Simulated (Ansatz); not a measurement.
# HgTe (model cell, started as CsCl type): a soft mode frozen in, part 2 of 3

Wanted: the energy along a soft mode of HgTe (model cell, started as CsCl type) and the structure at the end.

Ansatz 0.2.0; DFT PBEsol, scalar-relativistic, plane waves, PAW.

So far, highest frequency on the path or at a solved wavevector (cm⁻¹): step 2 (the dispersion) 90.5. Also lowest frequency on the path (cm⁻¹): step 2 -78.7.

The structure was built from a prototype and need not be the compound's stable phase.

## (4) The mode frozen in, largest atomic shift 0.6 Å

The atoms are moved along the unstable eigenvector, the largest shift by 0.6 Å, with the cell fixed.

Input file input.yaml:

```yaml
crystal:
  lattice:
    - [-3.714676907, 0.0, 0.0]
    - [0.0, -3.714676907, -3.714676907]
    - [0.0, -3.714676907, 3.714676907]
  atoms:
    - { symbol: Hg, position: [0.0, 0.5, 0.5] }
    - { symbol: Hg, position: [0.0, 0.0, 0.0] }
    - { symbol: Te, position: [0.3384785501, 0.0, 0.5] }
    - { symbol: Te, position: [0.6615214499, 0.5, 0.0] }
kpoints:
  mp_grid: { grid: [10, 8, 8] }
hamiltonian:
  xc: pbesol
scf:
  occupations: { method: methfessel_paxton, width: 0.15 }
output:
  forces: true
  stress: true
  eigenvalues: true
```

Launch:

```bash
> ansatz run input.yaml --threads 4 --pin off --max-ram 7168MiB --backend cpu --events-out ev --progress --plain --runs-dir out
```

Numbers of over 12 decimals in the logs are rounded to 6 here.

What it wrote:

```text
[...]
Crystal: 4 atoms, lattice volume = 102.516 Å³
Basis set: ecut = 420 eV, 2045 PW (Γ), exchange–correlation on 50×72×72 points (8 copies of the dense FFT grid, shifted against one another)
Bands: 44, of which v1, the nominal top of the filled ones, is band 36 counted from 1 (35 counted from 0)
Symmetry: 16 space group operations
[...]
k-points: 90 of 640
[...]
k-point 0: bands = [... 32 lower, 9.5333, 10.7614, 11.7024, 11.7024, 13.1450, 13.6154, 17.3764, 18.7737, ... 4 higher]
  k-point 1: bands = [... 32 lower, 10.1051, 10.3270, 11.5528, 12.2607, 13.1606, 13.8925, 17.3025, 18.9530, ... 4 higher]
  k-point 2: bands = [... 32 lower, 9.2802, 11.1546, 11.7306, 12.6955, 13.1979, 14.7765, 17.2216, 18.6769, ... 4 higher]
  k-point 89: bands = [... 32 lower, 8.7649, 8.7649, 9.1188, 9.1188, 15.1725, 15.1725, 18.9789, 18.9789, ... 4 higher]
[key lines of the parts left out:]
SCF converged after 6 iterations
Free energy (F): -41138.762606 eV
Fermi energy:    12.815035 eV
P = ⅓ Tr σ = 3.2258 GPa (32.258 kbar)
```

It took 4.4 s on 4 threads of Arm Neoverse V2, shared host; peak memory 0.58 GiB.

This step gave:

```yaml
pressure: 3.226 GPa
energy_from_the_undistorted_cell: -122.8 meV/atom
```

The energy, extrapolated to zero smearing, is -122.79 meV/atom against the undistorted cell.

The run ends at a pressure of 3.23 GPa, with forces up to 0.10 eV/Å.

## (5) Energy along the mode, all amplitudes (two of the runs are shown above)

An imaginary frequency means negative curvature, so the energy should fall and then rise again as anharmonic terms take over.

This step gave:

```yaml
depth_at_the_lowest_point_sampled: 122.8 meV/atom
largest_atomic_shift_at_that_point: 0.6 Å
```

Table of energy from the parent by largest atomic shift:

| largest atomic shift (Å) | energy from the parent (meV/atom) |
| --- | --- |
| 0.000 | 0 |
| 0.040 | -1.65 |
| 0.080 | -5.87 |
| 0.140 | -15.0 |
| 0.220 | -33.7 |
| 0.320 | -66.0 |
| 0.450 | -101 |
| 0.600 | -123 |

Displacement at unit largest shift by atom:

| atom | x (Å) | y (Å) | z (Å) | size |
| --- | --- | --- | --- | --- |
| Hg1 | 0.00 | 0.00 | 0.00 | 0.00 |
| Hg2 | 0.00 | 0.00 | 0.00 | 0.00 |
| Te3 | 1.00 | 0.00 | 0.00 | 1.00 |
| Te4 | -1.00 | 0.00 | 0.00 | 1.00 |

The lowest of the steps tried is the last one, at 0.6 Å, 123 meV/atom below the parent; the bottom of the well need not coincide with a step.

## (6) Relaxing from the distorted cell

Starting from the lowest point found, all atoms and the cell are let go, so that strain and other modes of the same symmetry can join in.

Edit input.yaml of step 4 so:

```diff
@@ -20 +20,10 @@
   eigenvalues: true
+  write_density: true
+  write_potential: true
+  elf: true
+  volumetric_format: npy
+relax:
+  adjacent_minimum: "off"
+  f_tol: 0.002
+  max_steps: 120
+  cell: { stress_tol: 0.03 }
```

What it wrote:

```text
[...]
Crystal: 4 atoms, lattice volume = 102.516 Å³
Basis set: ecut = 420 eV, 2045 PW (Γ), exchange–correlation on 50×72×72 points (8 copies of the dense FFT grid, shifted against one another)
Bands: 44, of which v1, the nominal top of the filled ones, is band 36 counted from 1 (35 counted from 0)
Symmetry: 16 space group operations
[...]
k-points: 90 of 640
[...]
SCF iter   1: F=—  HF=-41138.765588 eV  |F-HF|=—  |Δ(HF+E_count)|=         —  Δρ=2.84e-3  dr2=7.88e-3  ethr=1.77e-3  ⟨swp⟩=7.7  Hψ=15667  notcnv=0  defer=17
[...]
SCF iter   6: F=-41138.762606 eV  HF=-41138.762606 eV  |F-HF|=3.00e-8  |Δ(HF+E_count)|=   3.09e-9  S|Δr|=    0.00e0  Δρ=8.53e-6  dr2=9.81e-8  ethr=1.39e-10  ⟨swp⟩=12.0  Hψ=29073  notcnv=0
SCF 1 converged in 6 iterations: F = -41138.762606 eV  dr2 = 9.81e-8
[...]
relax step   1: F+E_penalty+E_count = -41138.76260644 eV  Δ(F+E_penalty+E_count) = +0.000e0 eV  max|allowed force component| = 1.017e-1 eV/Å  Δτ_max = 0.0000 Å  P = +3.226 GPa  Ω = 102.516 Å³  (6 SCF iters, dr2 threshold 1.00e-7 eV, accepted)
Crystal: 4 atoms, lattice volume = 114.677 Å³
Basis set: ecut = 420 eV, 2257 PW (Γ), exchange–correlation on 50×72×72 points (8 copies of the dense FFT grid, shifted against one another)
[...]
SCF iter   6: F=-41138.848535 eV  HF=-41138.848536 eV  |F-HF|=1.06e-7  |Δ(HF+E_count)|=   5.03e-7  S|Δr|=    0.00e0  Δρ=1.17e-5  dr2=2.17e-7  ethr=5.56e-10  ⟨swp⟩=8.8  Hψ=28443  notcnv=0
SCF 2 converged in 6 iterations: F = -41138.848535 eV  dr2 = 2.17e-7
relax step   2: F+E_penalty+E_count = -41138.84853546 eV  Δ(F+E_penalty+E_count) = -8.593e-2 eV  max|allowed force component| = 1.556e-1 eV/Å  Δτ_max = 0.1597 Å  P = -1.867 GPa  Ω = 114.677 Å³  energy of the carried Pulay correction = -2.859e-3 eV  (6 SCF iters, dr2 threshold 4.00e-7 eV, accepted)
Crystal: 4 atoms, lattice volume = 111.625 Å³
Basis set: ecut = 420 eV, 2177 PW (Γ), exchange–correlation on 50×72×72 points (8 copies of the dense FFT grid, shifted against one another)
[...]
SCF iter   4: F=-41138.884371 eV  HF=-41138.884371 eV  |F-HF|=1.25e-8  |Δ(HF+E_count)|=   1.53e-6  S|Δr|=    0.00e0  Δρ=1.56e-5  dr2=3.10e-7  ethr=5.56e-10  ⟨swp⟩=9.6  Hψ=30359  notcnv=0
SCF 3 converged in 4 iterations: F = -41138.884371 eV  dr2 = 3.10e-7
relax step   3: F+E_penalty+E_count = -41138.88437149 eV  Δ(F+E_penalty+E_count) = -3.584e-2 eV  max|allowed force component| = 7.293e-2 eV/Å  Δτ_max = 0.0080 Å  P = -0.772 GPa  Ω = 111.625 Å³  energy of the carried Pulay correction = -2.172e-3 eV  (4 SCF iters, dr2 threshold 4.00e-7 eV, accepted)
[... from here on, the SCF cycles and remarks between the steps are left out ...]
relax step   4: F+E_penalty+E_count = -41138.93878443 eV  Δ(F+E_penalty+E_count) = -5.441e-2 eV  max|allowed force component| = 2.723e-3 eV/Å  Δτ_max = 0.0400 Å  P = +0.570 GPa  Ω = 107.743 Å³  energy of the carried Pulay correction = -1.269e-3 eV  (5 SCF iters, dr2 threshold 4.00e-7 eV, accepted)
relax step   5: F+E_penalty+E_count = -41139.04983197 eV  Δ(F+E_penalty+E_count) = -1.110e-1 eV  max|allowed force component| = 6.907e-2 eV/Å  Δτ_max = 0.0583 Å  P = +0.725 GPa  Ω = 106.208 Å³  energy of the carried Pulay correction = -9.029e-4 eV  (6 SCF iters, dr2 threshold 4.00e-7 eV, accepted)
relax step   6: F+E_penalty+E_count = -41139.14189134 eV  Δ(F+E_penalty+E_count) = -9.206e-2 eV  max|allowed force component| = 1.595e-1 eV/Å  Δτ_max = 0.0694 Å  P = +1.295 GPa  Ω = 104.670 Å³  energy of the carried Pulay correction = -5.306e-4 eV  (6 SCF iters, dr2 threshold 4.00e-7 eV, accepted)
relax step   7: F+E_penalty+E_count = -41139.17270487 eV  Δ(F+E_penalty+E_count) = -3.081e-2 eV  max|allowed force component| = 1.012e-1 eV/Å  Δτ_max = 0.1917 Å  P = -1.342 GPa  Ω = 110.855 Å³  energy of the carried Pulay correction = -1.995e-3 eV  (6 SCF iters, dr2 threshold 4.00e-7 eV, accepted)
relax step   8: F+E_penalty+E_count = -41139.17136404 eV  Δ(F+E_penalty+E_count) = +1.341e-3 eV  max|allowed force component| = 1.249e-1 eV/Å  Δτ_max = 0.1992 Å  P = +1.199 GPa  Ω = 107.567 Å³  energy of the carried Pulay correction = -1.227e-3 eV  (6 SCF iters, dr2 threshold 4.00e-7 eV, rejected (line search))
relax step   9: F+E_penalty+E_count = -41139.18977699 eV  Δ(F+E_penalty+E_count) = -1.707e-2 eV  max|allowed force component| = 1.066e-3 eV/Å  Δτ_max = 0.0617 Å  P = +0.059 GPa  Ω = 108.719 Å³  energy of the carried Pulay correction = -1.499e-3 eV  (9 SCF iters, accepted)
relax step  10: F+E_penalty+E_count = -41139.18975386 eV  Δ(F+E_penalty+E_count) = +2.313e-5 eV  max|allowed force component| = 6.669e-3 eV/Å  Δτ_max = 0.0171 Å  P = -0.000 GPa  Ω = 108.925 Å³  energy of the carried Pulay correction = -1.547e-3 eV  (5 SCF iters, dr2 threshold 3.22e-8 eV, accepted)
relax step  11: F+E_penalty+E_count = -41139.18983851 eV  Δ(F+E_penalty+E_count) = -8.465e-5 eV  max|allowed force component| = 9.467e-4 eV/Å  Δτ_max = 0.0090 Å  P = -0.000 GPa  Ω = 108.869 Å³  energy of the carried Pulay correction = -1.534e-3 eV  (5 SCF iters, dr2 threshold 4.15e-9 eV, accepted)
relax step  12: F+E_penalty+E_count = -41139.19786502 eV  Δ(F+E_penalty+E_count) = -8.027e-3 eV  max|allowed force component| = 8.014e-4 eV/Å  Δτ_max = 0.0000 Å  P = +0.172 GPa  Ω = 108.869 Å³  stress off target by 2.65e-1 GPa  SCF on the basis re-selected at this cell (its energy is not comparable with the rows above)  (7 SCF iters)
relax step  13: F+E_penalty+E_count = -41139.19817595 eV  Δ(F+E_penalty+E_count) = -3.109e-4 eV  max|allowed force component| = 7.746e-5 eV/Å  Δτ_max = 0.0098 Å  P = +0.013 GPa  Ω = 109.241 Å³  energy of the carried Pulay correction = -8.343e-5 eV  (4 SCF iters, dr2 threshold 1.75e-7 eV, accepted)
[...]
SCF iter   6: F=-41139.198258 eV  HF=-41139.198258 eV  |F-HF|=7.28e-12  |Δ(HF+E_count)|=    0.00e0  S|Δr|=    0.00e0  Δρ=3.49e-8  dr2=1.18e-12  ethr=1.00e-12  ⟨swp⟩=7.0  Hψ=17523  notcnv=0
SCF 14 converged in 6 iterations: F = -41139.198258 eV  dr2 = 1.18e-12
relax step  14: F+E_penalty+E_count = -41139.19825845 eV  Δ(F+E_penalty+E_count) = -8.251e-5 eV  max|allowed force component| = 6.642e-5 eV/Å  Δτ_max = 0.0000 Å  P = +0.012 GPa  Ω = 109.241 Å³  stress off target by 2.05e-2 GPa  SCF on the basis re-selected at this cell (its energy is not comparable with the rows above)  (6 SCF iters)
[...]
SCF converged after 6 iterations
[...]
Free energy (F): -41139.198258 eV
[...]
Internal energy: -41139.199463 eV  (E = F + TS)
E sigma→0 (E₀):  -41139.198560 eV
Entropy (-TS):   0.001205 eV (0.301 meV/atom)
Fermi energy:    11.830106 eV
[...]
--- Forces (eV/Å), atoms counted from 1 ---
  atom   1  Hg    -0.00000000     0.00000000     0.00000000
  atom   2  Hg     0.00000000    -0.00000000    -0.00000000
  atom   3  Te    -0.00006642    -0.00000000     0.00000000
  atom   4  Te     0.00006642     0.00000000     0.00000000
  max |Σ_I F_I| component: 1.04e-17 eV/Å
--- Stress (GPa, compression-positive) ---
       -0.003881      -0.000000      -0.000000
       -0.000000       0.020538       0.000000
       -0.000000       0.000000       0.020538
  P = ⅓ Tr σ = 0.0124 GPa (0.124 kbar)
--- Band table (eV; the first three rows and the last of 90) ---
  k-point 0: bands = [... 32 lower, 7.3616, 8.7019, 9.3854, 9.3854, 14.6154, 14.7640, 16.6434, 18.9504, ... 4 higher]
  k-point 1: bands = [... 32 lower, 7.9856, 8.3334, 9.2991, 10.3151, 14.6197, 14.7549, 16.7376, 18.5103, ... 4 higher]
  k-point 2: bands = [... 32 lower, 7.5254, 9.0578, 9.6485, 11.6426, 14.6317, 14.7278, 16.8945, 17.0230, ... 4 higher]
  k-point 89: bands = [... 32 lower, 8.3821, 8.3821, 10.2611, 10.2611, 14.4637, 14.4637, 15.2752, 15.2752, ... 4 higher]
--- Relaxed structure (12 steps of the walk, 11 accepted, 2 SCFs on fresh bases) ---
  F+E_penalty+E_count = -41139.19825845 eV   max|allowed force component| = 6.642e-5 eV/Å   (the final SCF, on the basis selected at the relaxed cell)
  cell:  # Å, volume = 109.2411 Å³
    - [-3.169623, 0, 0]
    - [0, -4.151206, -4.151206]
    - [0, -4.151206, 4.151206]
  atoms:
    - { symbol: Hg, position: [5.253657207162075e-18, 0.500000, 0.500000] }
    - { symbol: Hg, position: [5.253657207162076e-18, 0, 0] }
    - { symbol: Te, position: [0.175130, 0.0, 0.500000] }
    - { symbol: Te, position: [0.824870, 0.500000, 0.0] }
```

Wall time 79 s (4 threads); peak memory 0.67 GiB; 5.1 min of CPU time.

Step by step:

| step | energy less that of the first step (eV) | largest force component (eV/Å) | pressure (GPa) | volume (Å³) |
| --- | --- | --- | --- | --- |
| 1 | 0.0000 | 0.1017 | 3.23 | 102.52 |
| 2 | -0.0859 | 0.1556 | -1.87 | 114.68 |
| 3 | -0.1218 | 0.0729 | -0.77 | 111.63 |
| 4 | -0.1762 | 0.0027 | 0.57 | 107.74 |
| 5 | -0.2872 | 0.0691 | 0.72 | 106.21 |
| 6 | -0.3793 | 0.1595 | 1.30 | 104.67 |
| 7 | -0.4101 | 0.1012 | -1.34 | 110.86 |
| 8 | -0.4088 | 0.1249 | 1.20 | 107.57 |
| 9 | -0.4272 | 0.0011 | 0.06 | 108.72 |
| 10 | -0.4271 | 0.0067 | 0.00 | 108.93 |
| 11 | -0.4272 | 0.0009 | 0.00 | 108.87 |
| 12* | -0.4353 | 0.0008 | 0.17 | 108.87 |
| 13 | -0.4356 | 0.0001 | 0.01 | 109.24 |
| 14* | -0.4357 | 0.0001 | 0.01 | 109.24 |

Relaxation steps marked * repeat the geometry before them on a plane-wave basis chosen anew for their cell, so energy and pressure can jump there. Relaxation step 8 was tried and not accepted.

Forces are held to the 16 operations that the run works with; a distortion that breaks them can't arise in this run.

| cell as run | before | after | change |
| --- | --- | --- | --- |
| a (Å) | 3.715 | 3.170 | -14.7 % |
| b (Å) | 5.253 | 5.871 | +11.8 % |
| c (Å) | 5.253 | 5.871 | +11.8 % |
| volume (Å³/atom) | 25.63 | 27.31 | +6.6 % |

The atoms that moved most (Å, as changes of fractional coordinates times the final cell):

| atom | dx | dy | dz | length |
| --- | --- | --- | --- | --- |
| Te3 | 0.518 | 0.000 | 0.000 | 0.518 |
| Te4 | -0.518 | 0.000 | 0.000 | 0.518 |

This step gave:

| Quantity | Value |
| --- | --- |
| pressure | 0.01240 GPa |
| volume per atom | 27.31 Å³ |

ELF in the ac plane at fractional y = 0.500, with atoms of Hg and Te within 0.2 Å of it. It is the smooth field of the valence electrons, not physical close to the nuclei.

Values, 24 rows by 16 columns, each cell a mean:
```
0.24 0.43 0.49 0.53 0.49 0.42 0.48 0.57 0.54 0.49 0.34 0.12 0.03 0.01 0.02 0.06
0.37 0.47 0.51 0.53 0.45 0.37 0.43 0.55 0.56 0.52 0.44 0.29 0.16 0.11 0.13 0.22
0.48 0.51 0.54 0.50 0.37 0.29 0.34 0.49 0.57 0.55 0.52 0.46 0.40 0.36 0.37 0.43
0.55 0.55 0.52 0.41 0.27 0.20 0.23 0.36 0.52 0.59 0.57 0.55 0.53 0.52 0.52 0.53
0.51 0.45 0.36 0.26 0.17 0.12 0.13 0.19 0.34 0.48 0.56 0.59 0.58 0.57 0.56 0.54
0.34 0.30 0.25 0.20 0.15 0.10 0.09 0.11 0.18 0.29 0.38 0.43 0.44 0.44 0.41 0.38
0.27 0.26 0.25 0.23 0.20 0.14 0.10 0.09 0.11 0.17 0.23 0.26 0.28 0.28 0.27 0.27
0.33 0.33 0.32 0.30 0.27 0.22 0.15 0.10 0.10 0.14 0.19 0.23 0.25 0.26 0.29 0.32
0.46 0.45 0.43 0.39 0.33 0.28 0.22 0.14 0.12 0.16 0.22 0.26 0.31 0.36 0.42 0.45
0.54 0.52 0.49 0.46 0.39 0.32 0.25 0.17 0.13 0.18 0.25 0.31 0.38 0.45 0.49 0.52
0.66 0.61 0.53 0.49 0.44 0.35 0.27 0.19 0.14 0.19 0.27 0.35 0.43 0.49 0.54 0.61
0.78 0.70 0.56 0.50 0.45 0.36 0.28 0.19 0.15 0.19 0.27 0.36 0.45 0.50 0.56 0.70
0.69 0.63 0.54 0.50 0.44 0.35 0.27 0.19 0.14 0.19 0.27 0.35 0.44 0.50 0.54 0.63
0.55 0.53 0.50 0.47 0.40 0.32 0.25 0.18 0.13 0.18 0.25 0.31 0.39 0.46 0.50 0.53
0.47 0.46 0.44 0.40 0.34 0.29 0.22 0.15 0.12 0.16 0.22 0.27 0.32 0.38 0.43 0.46
0.37 0.37 0.35 0.32 0.29 0.24 0.17 0.11 0.11 0.14 0.19 0.23 0.26 0.28 0.32 0.35
0.27 0.27 0.26 0.24 0.21 0.15 0.10 0.09 0.11 0.16 0.21 0.25 0.26 0.26 0.26 0.27
0.32 0.28 0.25 0.20 0.15 0.11 0.09 0.10 0.16 0.26 0.35 0.39 0.41 0.40 0.38 0.35
0.48 0.42 0.33 0.24 0.16 0.12 0.12 0.18 0.31 0.45 0.54 0.57 0.57 0.56 0.54 0.52
0.55 0.55 0.49 0.37 0.24 0.18 0.20 0.31 0.48 0.58 0.58 0.57 0.55 0.55 0.55 0.55
0.49 0.52 0.54 0.49 0.36 0.27 0.32 0.47 0.57 0.56 0.52 0.49 0.44 0.40 0.42 0.46
0.40 0.48 0.51 0.53 0.44 0.35 0.41 0.54 0.56 0.52 0.46 0.33 0.20 0.15 0.17 0.26
0.26 0.44 0.49 0.53 0.49 0.41 0.47 0.57 0.54 0.49 0.36 0.14 0.04 0.02 0.03 0.08
0.20 0.39 0.49 0.52 0.51 0.44 0.50 0.57 0.53 0.49 0.28 0.09 0.00 0.17 0.09 0.01
```
Columns run along a (3.2 Å), rows up along c (5.9 Å). Atoms in or near the plane, at fractional coordinates: Hg at (0.00, 0.50), Te at (0.82, 0.00).

Electrostatic potential energy in the ac plane at fractional y = 0.500, with atoms of Hg and Te within 0.2 Å of it. With pseudopotentials it is smooth inside the atoms' cores, unlike the true potential.

Values in eV, 24 rows by 16 columns, each cell a mean:
```
 12  -8  -6   5  11  12  11   9  -1  -9   3  31  45  47  47  42
 -2  -9  -1   8  12  13  12  10   3  -7  -7   8  27  34  33  16
 -8  -3   6  11  13  14  13  12   8   1  -7  -7  -2   2   0  -5
  1   6  10  13  14  14  14  13  11   8   3  -2  -6  -6  -6  -4
 10  11  13  14  15  15  15  15  14  12  11   9   8   7   7   8
 11  12  13  14  14  15  15  15  15  14  13  12  12  11  11  11
  9  10  11  12  13  14  15  15  15  15  14  13  12  11  10   9
 -1   1   5   8  11  13  14  15  15  15  14  13  11   8   4   1
-25 -22 -16  -5   5  10  12  14  14  14  12  10   5  -5 -16 -22
-34 -34 -31 -21  -6   6  11  13  13  13  11   6  -6 -21 -31 -34
-33 -34 -35 -31 -16   1   9  12  13  12   9   1 -16 -31 -35 -34
-31 -33 -35 -34 -21  -1   9  12  13  12   9  -1 -21 -34 -35 -33
-33 -34 -35 -32 -18   1   9  12  13  12   9   1 -18 -32 -35 -34
-35 -34 -32 -24  -8   5  11  13  13  13  11   5  -8 -24 -32 -34
-27 -25 -19  -8   3   9  12  14  14  14  12   9   3  -8 -19 -25
 -7  -5   0   6  10  12  14  14  15  14  13  12   9   5   0  -5
  9   9  10  12  13  14  15  15  15  15  14  13  12  11  10   9
 11  12  13  14  14  15  15  15  15  14  14  13  12  11  11  11
 10  12  13  14  15  15  15  15  14  13  11  10   8   8   8   9
  4   9  11  13  14  15  14  14  12  10   6   1  -2  -4  -3   0
 -8  -1   7  11  13  14  14  12   9   2  -6  -8  -5  -3  -4  -8
 -4  -9   0   9  12  13  13  10   4  -6  -8   4  21  28  26  11
 10  -8  -6   6  11  12  12   9  -1  -9   1  27  44  47  47  38
 19  -6  -8   4  10  12  11   8  -3  -9   8  42  47  47  47  47
```
Columns run along a (3.2 Å; values clipped at the 3rd and 97th percentile), rows up along c (5.9 Å). Atoms in or near the plane, at fractional coordinates: Hg at (0.00, 0.50), Te at (0.82, 0.00).

Valence density in the ac plane at fractional y = 0.500, with atoms of Hg and Te within 0.2 Å of it. It is the smooth field of the valence electrons, not physical close to the nuclei.

Ten even steps from '0' (0 e/Å³) to '9' (17 e/Å³):
```
2000000000146875
1000000000024543
0000000000001221
0000000000000000
0000000000000000
0000000000000000
0000000000000000
0000000000000000
0000000000000000
0000000000000000
1100000000000001
3321000000000123
6532000000000235
8753100000001357
9863100000001368
8753100000001357
6532000000000235
3321000000000123
1100000000000001
0000000000000000
0000000000000000
0000000000000000
0000000000000000
0000000000000000
0000000000000000
0000000000000000
0000000000001221
1000000000024543
2000000000146875
2000000000148996
```
Columns run along a (3.2 Å), rows up along c (5.9 Å). Atoms in or near the plane, at fractional coordinates: Hg at (0.00, 0.50), Te at (0.82, 0.00).

The distorted start has space group P4/nmm; the relaxation ends in P4/nmm.

(Continued in part 3 of 3.)

[Logs are printed without paths, hosts, clocks, repeated set-up lines and the standing remarks that a program may print on its own settings, such as how far it seeks lower states.]

[Hosts, paths, dates, database ids (printed as entryN), source tags and the programs' standing remarks are cut or masked in the printed files.]
